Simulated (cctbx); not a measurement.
# Accept or mend?

Cell a = 9.0820 Å, b = 4.0360 Å, c = 15.1010 Å, α = 90.00°, β = 90.00°, γ = 90.00°; space group Pnma (no. 62). The compound is CdAgBr3.

The data are simulated with cctbx, not measured: Ag Kα, λ = 0.56087 Å, to d = 0.8 Å, 80 % of the full sphere, strongest reflection 40000 counts, noise from counting, a 6 % proportional error and a noise floor of 2 counts (s.d.); no absorption.

An anisotropic refinement with weights 1/σ² prints:

```text
Rint 0.047, 645 unique reflections to 0.80 A
cycle     R1     wR2    GooF  max shift (A)
   1  0.2095  0.5315  13.100   0.01204
   2  0.1088  0.3084   7.601   0.00024
final R1 0.1085 wR2 0.3084 GooF 7.601  parameters 30  data/parameter 21.5
atom        x        y        z      Ueq    occ   su(xyz)  su(Uiso or U11)
Cd1    0.82762  0.75000  0.94348   0.0256  1.000  0.00032  0.0017
Br1    0.56109  0.75000  0.17682   0.0065  1.000  0.00027  0.0013
Br2    0.98553  0.75000  0.10652   0.0394  1.000  0.00056  0.0026
Br3    0.83757  0.75000  0.50782   0.0186  1.000  0.00036  0.0016
Ag1    0.69652  0.75000  0.79179   0.0305  1.000  0.00039  0.0019
difference map: max 16.91 min -4.23 rms 1.24
Q1    0.0777  0.7500  0.3254    4   17.06  0.15 A from Br1
Q2    0.1849  0.2500  0.0417    4    9.75  0.25 A from Cd1
Q3    0.0447  0.2500  0.8948    4    7.25  0.28 A from Br2
Q4    0.1634  0.2500  0.4882    4    5.33  0.06 A from Br3
Q5    0.2101  0.7500  0.7110    4    3.41  0.13 A from Ag1
Q6    0.0721  0.7500  0.7064    4    1.59  1.13 A from Ag1
```

Q: Accept it or mend it, and why?

Mend it. The fault: elements exchanged: Ag1 is Br and Br1 is Ag. Against the right model at the same level, R1 goes from 0.0153 to 0.1085 and GooF from 0.94 to 7.60, U of Br1 shrinks from 0.0218 to 0.0065 Å², U of Br3 shrinks from 0.0251 to 0.0186 Å², U of Ag1 swells from 0.0247 to 0.0305 Å² and the top difference peak, 17.1 e/Å³, lies on Br1. Ag1 has 12 electrons too many and its U swells to shed them, as expected; Br1 has 12 electrons too few and its U shrinks to make up, as expected.

The compound is CdAgBr3. The right model at the same level gives:

```text
Rint 0.047, 645 unique reflections to 0.80 A
cycle     R1     wR2    GooF  max shift (A)
   1  0.0460  0.1387   3.418   0.00168
   2  0.0153  0.0383   0.944   0.00000
final R1 0.0153 wR2 0.0383 GooF 0.944  parameters 30  data/parameter 21.5
atom        x        y        z      Ueq    occ   su(xyz)  su(Uiso or U11)
Cd1    0.82705  0.75000  0.94413   0.0316  1.000  0.00004  0.0002
Ag1    0.56203  0.75000  0.17668   0.0218  1.000  0.00003  0.0002
Br1    0.98423  0.75000  0.10668   0.0455  1.000  0.00007  0.0003
Br2    0.83744  0.75000  0.50787   0.0251  1.000  0.00005  0.0002
Br3    0.69745  0.75000  0.79176   0.0247  1.000  0.00005  0.0002
difference map: max 0.56 min -0.49 rms 0.14
Q1    0.0613  0.7500  0.8913    4    0.57  2.06 A from Br1
Q2    0.1770  0.1055  0.3515    8    0.56  1.82 A from Ag1
Q3    0.1238  0.0970  0.4273    8    0.44  1.21 A from Br2
Q4    0.1650  0.6620  0.2772    8    0.42  1.22 A from Ag1
Q5    0.1023  0.6195  0.0377    8    0.39  1.58 A from Br1
Q6    0.1510  0.6093  0.3605    8    0.39  1.14 A from Ag1
```

The model is made up (kin elements in a known structure type, no relaxation), so it says nothing on whether the phase exists.

[Middle refinement cycles are left out of these outputs.]

[Logs are printed without paths, hosts, clocks, repeated set-up lines and the standing remarks that a program may print on its own settings, such as how far it seeks lower states.]
